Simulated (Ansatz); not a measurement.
# Y (model cell, started as body-centred cubic): a soft mode frozen in

Wanted: the energy along a soft mode of Y (model cell, started as body-centred cubic) and the structure at the end.

Method: DFT PBE, scalar-relativistic, plane waves, PAW; PAW set soft_1, in Ansatz 0.2.0.

This is not the structure that Y takes at ambient pressure and room temperature (hexagonal, No. 194); it is a model or a phase of other conditions.

### 1. The structure

The structure is cubic, space group Im-3m (No. 229). The conventional cell has a = 4.040 Å, b = 4.040 Å, c = 4.040 Å, α = 90.00°, β = 90.00°, γ = 90.00°. Y has 8 Y at 3.50 Å nearest.

Structure file:

```cif
data_structure
_symmetry_space_group_name_H-M 'P 1'
_symmetry_Int_Tables_number 1
_cell_length_a 3.4987
_cell_length_b 3.4987
_cell_length_c 3.4987
_cell_angle_alpha 109.471
_cell_angle_beta 109.471
_cell_angle_gamma 109.471
_cell_volume 32.97
loop_
_atom_site_label
_atom_site_type_symbol
_atom_site_fract_x
_atom_site_fract_y
_atom_site_fract_z
_atom_site_occupancy
Y1 Y 0.00000 0.00000 0.00000 1
```

### 2. Response at finite wavevector

The cell comes from relaxations at this level that are not shown. Stability and thermal properties need the whole zone. Linear response on a 4×4×4 q mesh gives force constants as far as a supercell of that size would.

Input file input.yaml:

```yaml
crystal:
  lattice:
    - [-2.0199948569, 2.0199948569, 2.0199948569]
    - [2.0199948569, -2.0199948569, 2.0199948569]
    - [2.0199948569, 2.0199948569, -2.0199948569]
  atoms:
    - { symbol: "Y", position: [0.0, 0.0, 0.0] }
kpoints:
  mp_grid: { grid: [16, 16, 16] }
hamiltonian:
  xc: pbe
  pseudopotentials: { kind: paw, azcp: { folder: soft_1 } }
scf:
  occupations: { method: methfessel_paxton, width: 0.2 }
output:
  eigenvalues: true
phonons:
  method: dfpt
  qmesh: [4, 4, 4]
  temperatures: { t_max: 1000, t_step: 50 }
  qpath:
    path:
      - [[0.0, 0.0, 0.0], [0.5, -0.5, 0.5], [0.0, 0.0, 0.5], [0.0, 0.0, 0.0], [0.25, 0.25, 0.25], [0.5, -0.5, 0.5]]
      - [[0.25, 0.25, 0.25], [0.0, 0.0, 0.5]]
    npoints: 10
```

Started as:

```bash
ansatz run input.yaml --threads 8 --pin off --max-ram 16384MiB --backend cpu --events-out ev --progress --plain --runs-dir out
```

Numbers of over 12 decimals in the logs are rounded to 6 here.

The log of the run:

```text
Engine: ansatz 0.2.0, aarch64-unknown-linux-gnu
Pseudopotentials: kind: paw
Pseudopotential: Y, paw, valence charge 11, recommended cutoff 420 eV (normal), soft_1/Y.paw.azcp
Functional definition: PBE
  parameter kappa = 0.804
  parameter beta = 0.066725
  exchange = pbe_x(kappa = kappa, mu = beta*pi^2/3)
  correlation = pbe_c(beta = beta)
Crystal: 1 atoms, lattice volume = 32.969 Å³
Basis set: ecut = 420 eV, 627 PW (Γ), exchange–correlation on 48×48×48 points (8 copies of the dense FFT grid, shifted against one another)
Bands: 10, of which v1, the nominal top of the filled ones, is band 6 counted from 1 (5 counted from 0)
Symmetry: 48 space group operations
k-points: 145 of 4096
Non-local potential: Y, projectors of the file, l = 0: 3, l = 1: 2, l = 2: 2, l = 3: 1
PAW form: soft (Blöchl's): semilocal exchange-correlation on the pseudo side does not see the compensation charge
PAW one-centre angular grid: Y, 590 points (default); XC on 64 Gauss nodes
Initial density: superposition of atomic densities (chi_scale 0.1, normalization cell)
Initial wavefunctions: pseudopotential atomic-orbital guess
Functional: x = pbe(κ = 0.804, μ = 0.219515), c = pbe(β = 0.066725)
SCF iter   1: F=—  HF=-3848.596222 eV  |F-HF|=—  |Δ(HF+E_count)|=         —  Δρ=1.54e-2  dr2=1.18e-1  ethr=3.10e-3  ⟨swp⟩=4.9  Hψ=8110  notcnv=0
preconditioner: auto → Kerker (q_TF=auto, 2.272 Å⁻¹)  [metal: Δε(μ)=0.014 eV  Ē_g=4.404 eV  σ=0.200 eV  W_gap=0.06  n_scr=12 (ndim 8)  ℏωp=11.2 eV  f_vac=0.000  D(μ)=2.66/eV (n_scr^D=42)]
SCF iter   2: F=—  HF=-3848.578613 eV  |F-HF|=—  |Δ(HF+E_count)|=   1.76e-2  S|Δr|=    0.00e0  Δρ=9.98e-3  dr2=4.99e-2  ethr=1.07e-3  ⟨swp⟩=1.0  Hψ=2610  notcnv=0
SCF iter   3: F=—  HF=-3848.567295 eV  |F-HF|=—  |Δ(HF+E_count)|=   1.13e-2  S|Δr|=    0.00e0  Δρ=1.42e-3  dr2=5.77e-4  ethr=4.53e-4  ⟨swp⟩=2.6  Hψ=2216  notcnv=0
SCF iter   4: F=—  HF=-3848.567341 eV  |F-HF|=—  |Δ(HF+E_count)|=   4.57e-5  S|Δr|=    0.00e0  Δρ=2.00e-4  dr2=9.93e-6  ethr=5.25e-6  ⟨swp⟩=1.4  Hψ=1559  notcnv=0
SCF iter   5: F=—  HF=-3848.567344 eV  |F-HF|=—  |Δ(HF+E_count)|=   3.34e-6  S|Δr|=    0.00e0  Δρ=4.44e-5  dr2=3.07e-7  ethr=9.03e-8  ⟨swp⟩=2.4  Hψ=2257  notcnv=0
SCF iter   6: F=—  HF=-3848.567345 eV  |F-HF|=—  |Δ(HF+E_count)|=   3.54e-7  S|Δr|=    0.00e0  Δρ=6.03e-6  dr2=6.34e-9  ethr=2.79e-9  ⟨swp⟩=2.1  Hψ=2070  notcnv=0
SCF iter   7: F=—  HF=-3848.567345 eV  |F-HF|=—  |Δ(HF+E_count)|=   6.24e-9  S|Δr|=    0.00e0  Δρ=1.17e-6  dr2=3.11e-10  ethr=5.76e-11  ⟨swp⟩=2.8  Hψ=2200  notcnv=0
SCF iter   8: F=-3848.567345 eV  HF=-3848.567345 eV  |F-HF|=1.82e-12  |Δ(HF+E_count)|=  2.20e-10  S|Δr|=    0.00e0  Δρ=1.33e-7  dr2=2.48e-12  ethr=1.00e-12  ⟨swp⟩=4.4  Hψ=6446  notcnv=0
SCF 1 converged in 8 iterations: F = -3848.567345 eV  dr2 = 2.48e-12
  greatest PAW one-centre occupation: 0.993 electrons in one spin orbital (limit 2), on the Y atom at site 0 (counted from 0), in its partial waves of l = 0
NSCF: frozen V_eff on 145 k-points
NSCF: frozen V_eff on 349 k-points
DFPT response loops at q = (0, 0, 0) (fractional): preconditioner auto → Kerker (q_TF=auto, 2.272 Å⁻¹) (partly filled bands, converged f_vac=0.000); β = 1.00, the filter's whole step (`scf.mixing.beta` (0.50) is not read by the response loops under this deck's `scf.mixing.preconditioner`; to damp them name `kerker` or `kerker_dos`, under which they read `scf.mixing.beta`, and type it under 1.00, their step now; both keys bind the ground state too); Broyden in place of MSR1
NSCF: frozen V_eff on 4352 k-points
DFPT response loops at q = (0, 0, 0.25) (fractional): mixed as the last ones told, above
NSCF: frozen V_eff on 2196 k-points
DFPT response loops at q = (0, 0, -0.5) (fractional): mixed as the last ones told, above
NSCF: frozen V_eff on 8192 k-points
DFPT response loops at q = (0, 0.25, 0.25) (fractional): mixed as the last ones told, above
NSCF: frozen V_eff on 1178 k-points
DFPT response loops at q = (0.25, 0.25, 0.25) (fractional): mixed as the last ones told, above
NSCF: frozen V_eff on 2320 k-points
DFPT response loops at q = (0.25, 0.25, -0.25) (fractional): mixed as the last ones told, above
NSCF: frozen V_eff on 4352 k-points
DFPT response loops at q = (0.25, -0.5, -0.5) (fractional): mixed as the last ones told, above
NSCF: frozen V_eff on 698 k-points
DFPT response loops at q = (-0.5, -0.5, -0.5) (fractional): mixed as the last ones told, above
SCF converged after 8 iterations
Stability not checked: this state was not tested for a lower state beside it, because cold or Methfessel-Paxton smearing, or corrected tetrahedra, fill the levels in a way that the test cannot read (fill_not_monotonic; see scf.lower_state_search)
Free energy (F): -3848.567345 eV
Harris-Foulkes:  -3848.567345 eV  (|F-HF|=1.82e-12)
Internal energy: -3848.564847 eV  (E = F + TS)
E sigma→0 (E₀):  -3848.566720 eV
Entropy (-TS):   -0.002498 eV (-2.498 meV/atom)
Fermi energy:    9.476635 eV
--- Per-component energies (eV) ---
  E_band       = -122.123265
  E_kinetic    = 315.084967
  E_local      = -602.682876  (includes V_loc(G=0)·N_el)
  E_nonlocal   = 26.867854
  E_hartree    = 190.845298
  E_xc         = -178.274824
  E_vxc        = -204.997140  (∫ρ·V_xc dr)
  E_paw        = -2815.645339  (= ΣΔE_a)
  E_vpaw       = -38.086691  (= ΣTr[D̂ρ^β])
  E_aug_tail   = 0.000022  (compensation charges beyond the density's cutoff)
  E_ewald      = -784.759950
  E_smearing   = -0.002498  (= −TS)
  E_closure    = 0.000000  (closes the sum)
  Σ components = -3848.567345   (vs F -3848.567345, Δ=0.00e0)
--- Band table (eV; the first three rows and the last of 145) ---
  k-point 0: bands = ["-33.3709", "-13.0806", "-13.0806", "-13.0806", "4.6982", "11.1273", "11.1273", "11.1273", "13.0330", "13.0330"]
  k-point 1: bands = ["-33.3684", "-13.1024", "-13.0874", "-13.0807", "4.7993", "11.0520", "11.0941", "11.2250", "12.9147", "13.0309"]
  k-point 2: bands = ["-33.3612", "-13.1640", "-13.1067", "-13.0810", "5.0930", "10.8498", "10.9542", "11.5148", "12.6995", "13.0332"]
  k-point 144: bands = ["-33.2557", "-13.4583", "-13.4583", "-13.4583", "8.0162", "8.0162", "14.7204", "14.7204", "14.7204", "14.8892"]
--- Phonons (Γ-DFPT): 1 representative perturbation + reference (Σ response iterations 3) ---
  ASR residual: 1.681e-5 → 0.000e0 eV/Å²; symmetrization residual: 2.494e-13 eV/Å²
  ASR residual per site (eV/Å²): 1.68e-5
  Γ frequencies (cm⁻¹): 0.00 0.00 0.00
--- Phonons (arbitrary-q DFPT): 8 irreducible q on the 4×4×4 mesh ---
  q = [0.0000, 0.0000, 0.0000] (star 1, of the zone-centre solve; hermiticity 5.44e-9, symmetrization 1.40e-8): 0.00 0.00 0.00
  q = [0.0000, 0.0000, 0.2500] (star 12, 2 solved perturbations in 3336 linear systems a pass and spin channel, the states on 2176 of 4096 k-point pairs; hermiticity 4.42e-7, symmetrization 2.21e-7): -42.92 56.89 88.42
  q = [0.0000, 0.0000, -0.5000] (star 6, 2 solved perturbations in 1719 linear systems a pass and spin channel, the states on 1098 of 4096 k-point pairs; hermiticity 2.73e-7, symmetrization 1.01e-7): -68.10 84.22 120.51
  q = [0.0000, 0.2500, 0.2500] (star 24, 2 solved perturbations in 6272 linear systems a pass and spin channel, the states on 4096 of 4096 k-point pairs; hermiticity 3.42e-6, symmetrization 1.03e-13): -57.09 89.20 119.73
  q = [0.2500, 0.2500, 0.2500] (star 2, 1 solved perturbation on 589 of 4096 k-point pairs; hermiticity 1.79e-8, symmetrization 8.97e-9): 94.89 94.89 94.89
  q = [0.2500, 0.2500, -0.2500] (star 6, 2 solved perturbations in 1808 linear systems a pass and spin channel, the states on 1160 of 4096 k-point pairs; hermiticity 3.63e-7, symmetrization 1.94e-7): 46.47 76.77 76.77
  q = [0.2500, -0.5000, -0.5000] (star 12, 2 solved perturbations in 3336 linear systems a pass and spin channel, the states on 2176 of 4096 k-point pairs; hermiticity 5.53e-9, symmetrization 6.35e-9): 62.22 106.74 132.97
  q = [-0.5000, -0.5000, -0.5000] (star 1, 1 solved perturbation on 349 of 4096 k-point pairs; hermiticity 2.45e-8, symmetrization 1.23e-8): 137.55 137.55 137.55
  sum rule: each row above includes the acoustic sum rule's correction from the zone centre's row sums; it moved no ω² by more than (0.23 cm⁻¹)²
  mesh force constants: q→R imaginary residual 0.00e0; ASR residual 1.681e-5 → 0.000e0 eV/Å²; symmetrization residual 1.332e-15 eV/Å²
  interpolated dispersion: 62 rows × 3 modes
  density of states and harmonic sums: on the 24×24×24 q-mesh, interpolated from the force constants of a 4×4×4 supercell (no non-analytic term)
  largest difference from the sums on the solved wave vectors: F 2.15e-3 eV, S 8.49e-6 and C_V 3.89e-6 eV/K
  zero-point energy: 0.012986 eV/cell   skipped modes (ω ≤ 0): 285, of them read as no rigid motion or as one in doubt: 282 (7.481e-1 modes/cell left out, lowest -68.10 cm⁻¹)   left out of the sums: 2.49e-1 of the cell's modes: C_V's classical limit lies that fraction below 3 k_B per atom; for a crystal, a wire or a layer, F and S can be off by more, and a phonons.interpolated_qmesh denser along its periods is the remedy for the sampling
```

Run time: 64 s. Hardware: 8 threads of Arm Neoverse V1, shared host; peak memory 2.8 GiB; 7.9 min of CPU time.

Numbers from this step:

```yaml
volume_per_atom: 32.97 Å³
gap_on_the_k_mesh: 0 eV
sum_rule_residual_before_enforcement: 1.68e-5 eV/Å²
lowest_frequency_on_the_path: -68.10 cm⁻¹
highest_frequency_on_the_path_or_at_a_solved_wavevector: 137.8 cm⁻¹
lowest_mode_on_the_q_mesh_acoustic_modes_at_gamma_apart: -68.1 cm⁻¹
```

Frequencies (cm⁻¹) solved at each irreducible wavevector; negative means imaginary. Frequencies by wavevector, by row:

```csv
q in reciprocal lattice units,star,mode 1,mode 2,mode 3
0 0 0,1,0,0,0
0 0 0.25,12,-42.9,56.9,88.4
0 0 -0.5,6,-68.1,84.2,120.5
0 0.25 0.25,24,-57.1,89.2,119.7
0.25 0.25 0.25,2,94.9,94.9,94.9
0.25 0.25 -0.25,6,46.5,76.8,76.8
0.25 -0.5 -0.5,12,62.2,106.7,133
-0.5 -0.5 -0.5,1,137.6,137.6,137.6
```

Interpolated from a 4×4×4 q mesh. Phonon branches along the path, in cm⁻¹:

```csv
point,branch 1,branch 2,branch 3
Γ,0,0,0
halfway,46,77,77
H,138,138,138
halfway,62,107,133
N,-68,84,120
halfway,-43,57,88
Γ,0,0,0
halfway,20,20,112
P,95,95,95
halfway,-36,122,122
H,138,138,138
jump to P,95,95,95
halfway,-41,96,118
N,-68,84,120
```

The phonon branches as a text plot (rows in cm⁻¹):

```
    134 |          ********                            ****
    125 |         *   **   **               ***      **
    116 |               *    ***                   **   *   *****
    108 |        *     * *      *          *   *  *        *
     99 |                 *               *      *         ***
     91 |       *       *  *     *              *      *      **
     82 |                   ****               *           *    *
     73 |     ***               * *      *       *
     65 |    *           *                    *
     56 |                        * *    *
     48 |   * **                  *          *        *     *
     39 |  **                      **
     31 |  * *                         *    *     *
     22 | *               *         **     *
     13 | *                          *  ***
      5 |                              *                     *
     -4 |*                           **
    -12 |                           *
    -21 |                          *
    -29 |                         *
    -38 |                                            *
    -47 |                        *                 *
    -55 |                                           *         *
    -64 |                  ******                              **
         Γ           H       N        Γ         P        H|P    N
```

Symmetry leaves 8 wavevectors to solve. The lowest mode among them, the acoustic zeros apart, lies at q = (0, 0, -0.5) and is imaginary, 68.1i cm⁻¹, so the energy falls along it.

### 3. The mode frozen in, largest atomic shift 0 Å

The mode followed lies at q = (0, 0.25, 0.25) with frequency 57.1i cm⁻¹, one of the unstable modes though not the softest. At small amplitude the distorted cell has space group no. 11 by a symmetry search on the positions. The undistorted cell that holds it gives the zero of energy on the same k mesh.

System of this step: Y (model cell, started as body-centred cubic). It takes space group Im-3m (No. 229, cubic). Conventional cell: a = 4.040 Å, b = 4.040 Å, c = 4.040 Å, α = 90.00°, β = 90.00°, γ = 90.00°. Nearest to Y lie 8 Y at 3.50 Å.

input.yaml, the sections that differ from step 2:

```yaml
crystal:
  lattice:
    - [-2.0199948569, 2.0199948569, 2.0199948569]
    - [0.0, -4.0399897138, 4.0399897138]
    - [6.0599845707, 2.0199948569, 2.0199948569]
  atoms:
    - { symbol: "Y", position: [0.0, 0.0, 0.0] }
    - { symbol: "Y", position: [0.75, 0.5, 0.25] }
    - { symbol: "Y", position: [0.5, 0.0, 0.5] }
    - { symbol: "Y", position: [0.25, 0.5, 0.75] }
kpoints:
  mp_grid: { grid: [12, 8, 6] }
output:
  forces: true
  stress: true
  eigenvalues: true
# hamiltonian, scf: as in step 2
# phonons: removed
```

The log of the run:

```text
[...]
Crystal: 4 atoms, lattice volume = 131.878 Å³
Basis set: ecut = 420 eV, 2565 PW (Γ), exchange–correlation on 48×80×90 points (8 copies of the dense FFT grid, shifted against one another)
Bands: 27, of which v1, the nominal top of the filled ones, is band 22 counted from 1 (21 counted from 0)
Symmetry: 16 space group operations
[...]
k-points: 190 of 576
[...]
k-point 0: bands = [... 18 lower, 8.0223, 8.0223, 9.3302, 9.3302, 9.6474, 9.8221, 9.8221, 10.1937, ... 6 higher]
  k-point 1: bands = [... 18 lower, 7.6248, 8.5779, 9.2382, 9.5863, 9.6086, 9.6471, 9.9722, 10.0756, ... 6 higher]
  k-point 2: bands = [... 18 lower, 7.9946, 8.8842, 9.3079, 9.3079, 9.6004, 9.8023, 9.9808, 10.1863, ... 6 higher]
  k-point 189: bands = [... 18 lower, 8.4091, 8.4091, 8.8846, 8.8846, 9.6471, 9.6471, 10.1940, 10.1940, ... 6 higher]
[key lines of the parts left out:]
SCF converged after 6 iterations
Free energy (F): -15394.269604 eV
Fermi energy:    9.479017 eV
P = ⅓ Tr σ = 0.0069 GPa (0.069 kbar)
```

It took 5.9 s on 8 threads; peak memory 0.89 GiB.

Numbers from this step:

```
pressure                         : 0.006932 GPa
energy from the undistorted cell : 0 meV/atom
```

The run ends at a pressure of 0.01 GPa.

### 4. The mode frozen in, largest atomic shift 0.22 Å

The atoms are moved along the unstable eigenvector, the largest shift by 0.22 Å, with the cell fixed.

input.yaml, the sections that differ from step 3:

```yaml
crystal:
  lattice:
    - [-2.0199948569, 2.0199948569, 2.0199948569]
    - [0.0, -4.0399897138, 4.0399897138]
    - [6.0599845707, 2.0199948569, 2.0199948569]
  atoms:
    - { symbol: "Y", position: [-0.057643555, 0.0, 0.0088869399] }
    - { symbol: "Y", position: [0.807643555, 0.5, 0.2411130601] }
    - { symbol: "Y", position: [0.557643555, 0.0, 0.4911130601] }
    - { symbol: "Y", position: [0.192356445, 0.5, 0.7588869399] }
# kpoints, hamiltonian, scf, output: as in step 3
```

The log of the run:

```text
[...]
Crystal: 4 atoms, lattice volume = 131.878 Å³
Basis set: ecut = 420 eV, 2565 PW (Γ), exchange–correlation on 48×80×90 points (8 copies of the dense FFT grid, shifted against one another)
Bands: 27, of which v1, the nominal top of the filled ones, is band 22 counted from 1 (21 counted from 0)
Symmetry: 4 space group operations
[...]
k-points: 190 of 576
[...]
k-point 0: bands = [... 18 lower, 8.0299, 8.0468, 9.3239, 9.3241, 9.7217, 9.7357, 9.9443, 10.2050, ... 1 higher]
  k-point 1: bands = [... 18 lower, 7.6453, 8.5550, 9.2378, 9.5588, 9.5740, 9.8167, 9.9629, 10.0877, ... 1 higher]
  k-point 2: bands = [... 18 lower, 8.0176, 8.7710, 9.2988, 9.3100, 9.7100, 9.8177, 9.9669, 10.1596, ... 1 higher]
  k-point 189: bands = [... 18 lower, 8.4708, 8.4708, 8.8341, 8.8341, 9.7020, 9.7020, 10.0592, 10.0592, ... 1 higher]
[key lines of the parts left out:]
SCF converged after 7 iterations
Free energy (F): -15394.309908 eV
Fermi energy:    9.409674 eV
P = ⅓ Tr σ = -0.1452 GPa (-1.452 kbar)
```

Wall time 4.9 s (8 threads); peak memory 0.82 GiB; 37 s of CPU time.

This step gave:

```
pressure                         : -0.1452 GPa
energy from the undistorted cell : -9.729 meV/atom
```

The energy, extrapolated to zero smearing, is -9.73 meV/atom against the undistorted cell.

The run ends at a pressure of -0.15 GPa, with forces up to 0.27 eV/Å.

### 5. Energy along the mode, all amplitudes (two of the runs are shown above)

An imaginary frequency means negative curvature, so the energy should fall and then rise again as anharmonic terms take over.

This step gave:

| Property | Result |
| --- | --- |
| depth at the lowest point sampled | 9.729 meV/atom |
| largest atomic shift at that point | 0.22 Å |

The energy from the parent by largest atomic shift:

```csv
largest atomic shift (Å),energy from the parent (meV/atom)
0.000,0
0.040,-0.878
0.080,-3.11
0.140,-7.08
0.220,-9.73
0.320,-2.79
0.450,32.9
```

Displacement at unit largest shift by atom:

```csv
atom,x (Å),y (Å),z (Å),size
Y1,0.77,-0.45,-0.45,1.00
Y2,-0.77,0.45,0.45,1.00
Y3,-0.77,0.45,0.45,1.00
Y4,0.77,-0.45,-0.45,1.00
```

The lowest of the steps tried is at 0.22 Å, 9.73 meV/atom below the parent; the bottom of the well need not coincide with a step.

(Continued in part 2 of 3.)

[Logs are printed without paths, hosts, clocks, repeated set-up lines and the standing remarks that a program may print on its own settings, such as how far it seeks lower states.]

[Hosts, paths, dates, database ids (printed as entryN), source tags and the programs' standing remarks are cut or masked in the printed files.]
